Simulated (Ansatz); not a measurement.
## Where V_O puts its levels in the gap of SnO2 (P4_2/mnm)

Aim: at which Fermi levels does V_O in SnO2 (P4_2/mnm) change its charge? The model is a cell of 72 host atoms with 1 O taken out.

Main program and level: Ansatz 0.2.0; place-levels on r2SCAN runs: charge-transition levels and formation energies with image-charge correction and potential alignment at the atomic sites; PAW set soft_1.

**1. The structure**

The cell holds 71 atoms: 24 Sn and 47 O. Cell: a = 9.658 Å, b = 9.658 Å, c = 9.746 Å, α = 90.0°, β = 90.0°, γ = 90.0°. It derives from SnO2 (space group P4_2/mnm). Nearest the centre at fractional (0.403, 0.597, 0.500): Sn25 at 2.09 Å, Sn67 at 2.10 Å, Sn61 at 2.10 Å, O44 at 2.65 Å, O70 at 2.96 Å, O64 at 2.96 Å, O18 at 2.96 Å, O12 at 2.96 Å.

Known beforehand: the electronic dielectric constant, (4.60, 4.60, 4.91), and the static one, (13.48, 13.48, 10.42), from a response run on this crystal (DFPT, PBEsol) at that run's own cell.

The relaxed host is scaled by +1.5 % along all axes; the dielectric constants are those of the unstrained host.

The cell's shortest repeat is 9.7 Å.

**2. The runs of each charge state**

Levels follow from differences of total energies between charge states, each relaxed by itself.

Random displacements of about 0.05 Å break the site symmetry at the start, so that the relaxation can reach a distorted minimum if there is one. Forces are taken at one point at (¼, ¼, ¼). The cell holds 1 electron more than the neutral one, with a uniform background that keeps it neutral on the whole. The electron count is odd, so at least one spin is unpaired; this run locks the moment at 1 μB.

The sampling was tested on the host first: at the k-points planned (1x1x1 shifted 0.25 0.25 0.25) its energy lies 0.000 eV an atom from the dense-mesh value, under the bound of 0.02 eV set for this test; that bounds the host's error, not the defect's.

One of the inputs; charge, spin and start change from state to state.

The input, qm1_M1.relax/input.yaml:

```yaml
crystal:
  lattice:
    - [9.65823562, 0.0, 0.0]
    - [0.0, 9.65823562, 0.0]
    - [0.0, 0.0, 9.74607506]
  atoms:
    - { symbol: Sn, position: [0.25, 0.25, 0.16666667] }
    - { symbol: Sn, position: [0.0, 0.0, 0.0] }
[... 4 atom lines left out ...]
    - { symbol: Sn, position: [0.25, 0.25, 0.5] }
[... 1 atom line left out ...]
    - { symbol: O, position: [0.09702862, 0.40297138, 0.5] }
[... 2 atom lines left out ...]
    - { symbol: O, position: [0.34702862, 0.34702862, 0.33333333] }
[... 5 atom lines left out ...]
    - { symbol: O, position: [0.34702862, 0.34702862, 0.66666667] }
    - { symbol: Sn, position: [0.25, 0.75, 0.16666667] }
[... 2 atom lines left out ...]
    - { symbol: O, position: [0.40297138, 0.59702862, 0.16666667] }
[... 2 atom lines left out ...]
    - { symbol: Sn, position: [0.25, 0.75, 0.5] }
[... 2 atom lines left out ...]
    - { symbol: O, position: [0.15297138, 0.65297138, 0.33333333] }
    - { symbol: O, position: [0.34702862, 0.84702862, 0.33333333] }
    - { symbol: Sn, position: [0.25, 0.75, 0.83333333] }
[... 2 atom lines left out ...]
    - { symbol: O, position: [0.40297138, 0.59702862, 0.83333333] }
    - { symbol: O, position: [0.15297138, 0.65297138, 0.66666667] }
    - { symbol: O, position: [0.34702862, 0.84702862, 0.66666667] }
[... 8 atom lines left out ...]
    - { symbol: O, position: [0.59702862, 0.40297138, 0.5] }
[... 15 atom lines left out ...]
    - { symbol: Sn, position: [0.75, 0.75, 0.5] }
    - { symbol: Sn, position: [0.5, 0.5, 0.33333333] }
    - { symbol: O, position: [0.59702862, 0.90297138, 0.5] }
[... 1 atom line left out ...]
    - { symbol: O, position: [0.65297138, 0.65297138, 0.33333333] }
[... 2 atom lines left out ...]
    - { symbol: Sn, position: [0.5, 0.5, 0.66666667] }
[... 2 atom lines left out ...]
    - { symbol: O, position: [0.65297138, 0.65297138, 0.66666667] }
    - { symbol: O, position: [0.84702862, 0.84702862, 0.66666667] }
  host:
    repeats: [2, 2, 3]
    atoms:
      - { symbol: Sn, position: [0.5, 0.5, 0.5] }
      - { symbol: Sn, position: [0.0, 0.0, 0.0] }
      - { symbol: O, position: [0.19405723, 0.80594277, 0.5] }
      - { symbol: O, position: [0.80594277, 0.19405723, 0.5] }
      - { symbol: O, position: [0.30594277, 0.30594277, 0.0] }
      - { symbol: O, position: [0.69405723, 0.69405723, 0.0] }
total_charge: -1
basis:
  ecutwfc: 500
  xc_grid: 2
hamiltonian:
  xc: r2scan
  pseudopotentials: { kind: paw, azcp: { folder: soft_1 } }
kpoints:
  mp_grid: { grid: [1, 1, 1], shift: [0.25, 0.25, 0.25] }
magnetization:
  spin_polarized: true
  initial_magnetization: 1
  spin_locking: { lock_magnetization: hard }
scf:
  occupations: { method: fixed }
  max_iter: 80
output:
  forces: true
  charged_corrections:
    epsilon: [4.6, 4.6, 4.91]
    static_epsilon: [13.48, 13.48, 10.42]
    defect_position: [0.402971, 0.597029, 0.5]
relax:
  f_tol: 0.02
  max_steps: 80
  random_displacement: { amplitude: 0.05, seed: 2669 }
checkpoint:
  write: "../qm1_M1.relax.run"
  compress: false
  write_wavefunctions: true
  write_every: 100000
```

The run is started by

```sh
> ansatz run input.yaml --threads 4 --pin off --max-ram 15073MiB --backend cpu --events-out ev --progress --plain --runs-dir out
```

The relaxed structure is kept and the sampling changed to a 2×2×2 shifted mesh.

The run of this state that the levels use, under r2SCAN:

The input, qm1_M1.point/input.yaml:

```yaml
crystal:
  checkpoint: "../qm1_M1.relax.run"
  host: checkpoint
total_charge: -1
basis:
  ecutwfc: 500
  xc_grid: 2
hamiltonian:
  xc: r2scan
  pseudopotentials: { kind: paw, azcp: { folder: soft_1 } }
kpoints:
  mp_grid: { grid: [2, 2, 2], shift: [0.5, 0.5, 0.5] }
magnetization:
  spin_polarized: true
  initial_magnetization: 1
  spin_locking: { lock_magnetization: hard }
scf:
  occupations: { method: fermi_dirac, width: 0.01 }
  max_iter: 80
output:
  forces: true
  eigenvalues: true
  charged_corrections:
    epsilon: [4.6, 4.6, 4.91]
    static_epsilon: [13.48, 13.48, 10.42]
    defect_position: [0.402971, 0.597029, 0.5]
  eigenstates: { localisation: true }
  populations: true
  efg: {}
checkpoint:
  read: "../qm1_M1.relax.run"
  write: "../qm1_M1.point.run"
  compress: false
  write_wavefunctions: false
  write_every: 100000
```

Relaxations under r2SCAN at one point at (¼, ¼, ¼); times on 4 threads of Arm Neoverse V2, shared host:

```csv
charge,moment (μB),occupations,outcome,steps,largest displacement against the far atoms (Å),time
−1,1,fixed,converged,7,0.10,7.2 min
0,0,fixed,converged,7,0.09,3.4 min
+1,1,fixed,converged,5,0.19,5.3 min
+2,0,fixed,converged,5,0.26,2.6 min
```

Single points under r2SCAN at a 2×2×2 shifted mesh; times on 4 threads of Arm Neoverse V2, shared host:

```csv
charge,moment (μB),occupations,outcome,time
−1,1,fermi-dirac,converged,6.5 min
0,0,fermi-dirac,converged,2.6 min
+1,1,fermi-dirac,converged,6 min
+2,0,fermi-dirac,converged,2.4 min
```

Distances (Å) from the ideal centre to the nearest atoms after relaxation with r2SCAN:

```csv
charge,moment (μB),1.,2.,3.,4.,5.,6.
−1,1,Sn 2.05,Sn 2.05,Sn 2.18,O 2.71,O 2.91,O 2.92
0,0,Sn 2.09,Sn 2.10,Sn 2.19,O 2.67,O 2.92,O 2.93
+1,1,Sn 2.22,Sn 2.23,Sn 2.28,O 2.59,O 2.90,O 2.90
+2,0,Sn 2.34,Sn 2.34,Sn 2.36,O 2.50,O 2.87,O 2.87
```

**3. place-levels, r2SCAN**

A charged cell interacts with its images and the background, and its potential has another zero than the host's. place-levels removes the first by a point-charge model, screened by the static dielectric constant since the ions have relaxed around the charge, and the second by comparing potentials at atoms far from the defect.

The host is a run of the defect-free crystal in the same cutoffs, grids and k-points, so that basis and sampling errors cancel in part in the differences. The host is run in a cell of 6 atoms on a matching mesh. Its band edges are searched through the zone by a band path, so the gap is smaller than, or equal to, that on the mesh. Chemical potentials are energies per atom of O (O2 molecule), run with the same functional and cutoff.

The input, levels.point.yaml:

```yaml
host:
  run: host.point.run
states: [qm1_M1.point.run, q0.point.run, qp1_M1.point.run, qp2.point.run]
geometry_from:
  qm1_M1.point.run: qm1_M1.relax.run
  q0.point.run: q0.relax.run
  qp1_M1.point.run: qp1_M1.relax.run
  qp2.point.run: qp2.relax.run
  host.point.run: host.relax.run
chemical_potentials:
  O:
    energy: -565.989614
    dataset: <sha256 of the dataset>
epsilon: [4.6, 4.6, 4.91]
static_epsilon: [13.48, 13.48, 10.42]
vertical:
  - { from: qm1_M1.point.run, to: qm1_M1.point_neutral.run }
  - { from: qp1_M1.point.run, to: qp1_M1.point_neutral.run }
  - { from: qp2.point.run, to: qp2.point_neutral.run }
```

The run is started by

```sh
> ansatz place-levels levels.point.yaml -- --threads 4 --pin off --max-ram 15073MiB
```

Numbers of over 12 decimals in the logs are rounded to 6 here.

Log:

```text
[... repeated set-up lines and file paths are left out, and long positions are rounded to six places ...]
(+2/+1) 1.393 eV above the valence edge, in the conduction band
(+1/0) 1.537 eV above the valence edge, in the conduction band; not on the lower envelope
(0/-1) 1.333 eV above the valence edge (+2.749 eV without the band-filling correction), in the conduction band; not on the lower envelope
(+1/-1) 1.435 eV above the valence edge (+2.143 eV without the band-filling correction), in the conduction band: charges between them are lowest nowhere
formation energy of charge +2: +1.476 eV with the Fermi level at the valence edge
formation energy of charge +1: +2.869 eV with the Fermi level at the valence edge
formation energy of charge 0: +4.406 eV with the Fermi level at the valence edge
formation energy of charge -1: +5.739 eV with the Fermi level at the valence edge
vertical -1 to 0: no energy, since no alignment is typed
  the change from vertical[0].from (qm1_M1.point.run) to vertical[0].to (qm1_M1.point_neutral.run): by its potential at epsilon [4.6, 4.6, 4.91] it stands at 0.340 0.660 0.500, with an rms radius of about 6.1 Å (3.5 3.5 3.7 Å across the planes of the cell's [...]
vertical +1 to 0: no energy, since no alignment is typed
  the change from vertical[1].from (qp1_M1.point.run) to vertical[1].to (qp1_M1.point_neutral.run): by its potential at epsilon [4.6, 4.6, 4.91] it stands at 0.423 0.576 0.500, with an rms radius of about 4.3 Å (2.4 2.4 2.6 Å across the planes of the cell's [...]
vertical +2 to 0: no energy, since no alignment is typed
  the change from vertical[2].from (qp2.point.run) to vertical[2].to (qp2.point_neutral.run): by its potential at epsilon [4.6, 4.6, 4.91] it stands at 0.424 0.577 0.500, with an rms radius of about 4.6 Å (2.6 2.6 2.7 Å across the planes of the cell's [...]
  edges by r2scan, gap 1.295 eV; the host is sampled to repeats of 27.32 Å
  the defect's cells are sampled to repeats of 27.32 Å, like sampling
  charge +2: -171678.8254 eV with its correction of +0.405 eV, at epsilon [13.48, 13.48, 10.42], aligned at sites: -0.1363 eV, mean over 39 atomic sites at or beyond 4.83 Å from the host's site at [0.4035, 0.5965, 0.5000] by the defect at [0.4030, 0.5970, [...]
  charge +1: -171669.1511 eV with its correction of +0.078 eV, at epsilon [13.48, 13.48, 10.42], aligned at sites: -0.0915 eV, mean over 39 atomic sites at or beyond 4.83 Å from the host's site at [0.4035, 0.5965, 0.5000] by the defect at [0.4030, 0.5970, [...]
  charge 0: +0.000 eV for its dipole among its images, +0.002 omitted
  charge -1: -171648.3024 eV with its correction of +0.155 eV, at epsilon [13.48, 13.48, 10.42], aligned at sites: +0.0148 eV, mean over 39 atomic sites at or beyond 4.83 Å from the host's site at [0.4035, 0.5965, 0.5000] by the defect at [0.4030, 0.5970, [...]
  of states[3] (qp2.point.run): it parts from the run at its places by a charge that spreads by about 2.7 Å along one vector (1.7 Å or more is wide), by its potential at epsilon [4.6, 4.6, 4.91], taken for that of held ions (one typed too small widens it), [...]
  of states[2] (qp1_M1.point.run): it parts from the run at its places by a charge that spreads by about 2.6 Å along one vector (1.7 Å or more is wide), by its potential at epsilon [4.6, 4.6, 4.91], taken for that of held ions (one typed too small widens it), [...]
  of states[1] (q0.point.run): its displacements don't fall off away from the defect: farther atoms stand 0.012 Å off the host's places. [...]
  of states[0] (qm1_M1.point.run): it parts from the run at its places by a charge that spreads by about 3.7 Å along one vector (1.7 Å or more is wide), by its potential at epsilon [4.6, 4.6, 4.91], taken for that of held ions (one typed too small widens it), [...]
  of vertical[0].from (qm1_M1.point.run): its displacements don't fall off away from the defect: farther atoms stand 0.017 Å off the host's places. [...]
  of vertical[0].to (qm1_M1.point_neutral.run): its displacements don't fall off away from the defect: farther atoms stand 0.017 Å off the host's places. [...]
  of vertical[1].from (qp1_M1.point.run): its displacements don't fall off away from the defect: farther atoms stand 0.029 Å off the host's places. [...]
  of vertical[1].to (qp1_M1.point_neutral.run): its displacements don't fall off away from the defect: farther atoms stand 0.029 Å off the host's places. [...]
  of vertical[2].from (qp2.point.run): its displacements don't fall off away from the defect: farther atoms stand 0.047 Å off the host's places. [...]
  of vertical[2].to (qp2.point_neutral.run): its displacements don't fall off away from the defect: farther atoms stand 0.047 Å off the host's places. [...]
```

Elapsed: 0.41 s, on 4 threads of Arm Neoverse V2, shared host.

Levels between the charges placed, in eV above the valence top:

```csv
,gap (eV),(+2/+1),(+1/0),(0/−1)
r2SCAN,1.30,1.39,1.54,1.33
```

Corrections by state:

```csv
charge,moment (μB),image terms and alignment (eV),band filling (eV),ε used,"over the lowest of its charge, as the program ranks them, band filling apart (eV)"
+2,0.0,0.405,-,"principal values (10.42, 13.48, 13.48)",0.000
+1,1.0,0.078,-,"principal values (10.42, 13.48, 13.48)",0.000
0,0.0,0.000,-,-,0.000
−1,1.0,0.155,-1.416,"principal values (10.42, 13.48, 13.48)",0.000
```

The charged structures listed were also run neutral, and place-levels reads from each pair, by the potential or the spins, how wide the charge is by which they differ; that can be the carrier of either run.

```csv
charge,rms radius (Å),spread where it is widest against the cell (Å),wide from (Å),reading
+2,4.6,2.73,1.69,wide
+1,4.3,2.56,1.69,wide
−1,6.1,3.66,1.69,wide
```

The neutral runs of these pairs need not share the spin of the lowest neutral state, and very wide values only mean spread over the cell.

From the program's caveats on the states, each cut to its opening words:

- charge +2: it parts from the run at its places by a charge that spreads by about 2.7 Å along one vector (1.7 Å or more is wide), by its potential at epsilon [4.6, 4.6, [...]
- charge +2: its displacements don't fall off away from the defect: farther atoms stand 0.047 Å off the host's places
- charge +1 (1 μB): it parts from the run at its places by a charge that spreads by about 2.6 Å along one vector (1.7 Å or more is wide), by its potential at epsilon [4.6, 4.6, [...]
- charge +1 (1 μB): its displacements don't fall off away from the defect: farther atoms stand 0.029 Å off the host's places
- charge +1 (1 μB), −1 (1 μB): flagged: stability check not made
- charge 0: its displacements don't fall off away from the defect: farther atoms stand 0.012 Å off the host's places
- charge −1 (1 μB): it parts from the run at its places by a charge that spreads by about 3.7 Å along one vector (1.7 Å or more is wide), by its potential at epsilon [4.6, 4.6, [...]
- charge −1 (1 μB): a band-filling correction moves a carrier to the host's band edge, which changes its energy by -1.416 eV
- charge −1 (1 μB): its displacements don't fall off away from the defect: farther atoms stand 0.017 Å off the host's places

The host's formation energy from the elements is -1.852 eV per atom at this strain; it sets how far the chemical potentials can move.

Formation energies (eV), O-rich (Δμ(O) = 0.00 eV, Δμ(Sn) = -5.56 eV):

```csv
charge,Fermi level at the valence top,at the conduction bottom
+2,1.48,4.07
+1,2.87,4.16
0,4.41,4.41
−1,5.74,4.44
```

Formation energies (eV), Sn-rich (Δμ(Sn) = 0.00 eV, Δμ(O) = -2.78 eV):

```csv
charge,Fermi level at the valence top,at the conduction bottom
+2,-1.30,1.29
+1,0.09,1.39
0,1.63,1.63
−1,2.96,1.67
```

**4. Effect of the sampling**

The relaxations' own energies give the levels at their sampling, for comparison.

The input, levels.relax_mesh.yaml:

```yaml
host:
  run: host.relax.run
states: [qm1_M1.relax.run, q0.relax.run, qp1_M1.relax.run, qp2.relax.run]
chemical_potentials:
  O:
    energy: -565.989614
    dataset: <sha256 of the dataset>
```

The run is started by

```sh
> ansatz place-levels levels.relax_mesh.yaml -- --threads 4 --pin off --max-ram 15073MiB
```

Log:

```text
(+2/+1) 1.401 eV above the valence edge, in the conduction band
(+1/0) 1.545 eV above the valence edge, in the conduction band; not on the lower envelope
[...]
formation energy of charge +2: +1.480 eV with the Fermi level at the valence edge
formation energy of charge +1: +2.881 eV with the Fermi level at the valence edge
formation energy of charge 0: +4.425 eV with the Fermi level at the valence edge
formation energy of charge -1: +5.762 eV with the Fermi level at the valence edge
  edges by r2scan, gap 1.295 eV; the host is sampled to repeats of 13.66 Å
[... the lines on each state left out ...]
```

Wall time 0.13 s (4 threads).

Levels between neighbouring charges, in eV above the valence top:

```csv
,gap (eV),(+2/+1),(+1/0),(0/−1)
"one point at (¼, ¼, ¼)",1.30,1.40,1.54,1.34
a 2×2×2 shifted mesh,1.30,1.39,1.54,1.33
```

Going from one point at (¼, ¼, ¼) to a 2×2×2 shifted mesh moves the levels that carry no band-filling term by up to 0.01 eV and formation energies against the elements by up to 0.02 eV; band-filling terms, which differ between samplings, are in these energies.

**5. Results**

| Item | Value |
| --- | --- |
| gap of the host | 1.30 eV (r2SCAN) |
| level (plus 2/plus 1) | 1.39 eV above the valence top, past the conduction bottom |
| level (plus 1/0) | 1.54 eV above the valence top, past the conduction bottom, not a change between lowest states |
| level (0/minus 1) | 1.33 eV above the valence top, past the conduction bottom, not a change between lowest states (2.75 eV above the valence top without the band-filling term) |
| lowest of the charges placed, just above the valence top (0.02 eV) | +2 |
| lowest of the charges placed, just below the conduction bottom (0.02 eV) | +2 |
| lowest formation energy at mid-gap of the charges run, O-rich | 2.77 eV |
| lowest formation energy at mid-gap of the charges run, Sn-rich | -0.01 eV |

What this shows: Of the charges placed (−1, 0, +1 and +2), +2 is the lowest from 0.02 eV above the valence top to 0.02 eV below the conduction bottom, a gap of 1.30 eV. (+2/+1) lies 0.10 eV from a band edge, less than the doubt on such levels. Charges above +2 were not placed, so these runs say nothing of levels that involve them. States placed: +2 at 0 μB; +1 at 1 μB; 0 at 0 μB; −1 at 1 μB. Other spin states or structures, where not listed, weren't placed. The program finds carriers beyond a band edge of the host and adds a band-filling term at charge −1 (-1.42 eV); steps to such a charge show no bound level, and a defect level inside a band would be read the same way. Going from one point at (¼, ¼, ¼) to a 2×2×2 shifted mesh moves the levels that carry no band-filling term by up to 0.01 eV and formation energies against the elements by up to 0.02 eV; band-filling terms, which differ between samplings, are in these energies. What this leaves open: r2SCAN makes the gap too small and tends to spread out bound carriers; where a gas molecule sets a chemical potential or the host's formation energy, its binding is uncorrected; spin–orbit coupling, which can matter with heavy atoms, is left out.

[Logs are printed without paths, hosts, clocks, repeated set-up lines and the standing remarks that a program may print on its own settings, such as how far it seeks lower states.]

[Hosts, paths, dates, database ids (printed as entryN), source tags and the programs' standing remarks are cut or masked in the printed files.]

[Where a table of states has a column of steps, it counts the stored structures, which are thinned; the runs took as many ionic steps or more.]

[A defect's name tells the site on which it was built; relaxed atoms can leave that site.]

[For some hosts the program warned that the k-mesh of the response run may be too coarse for force constants and the static dielectric constant; such warnings are not shown here.]
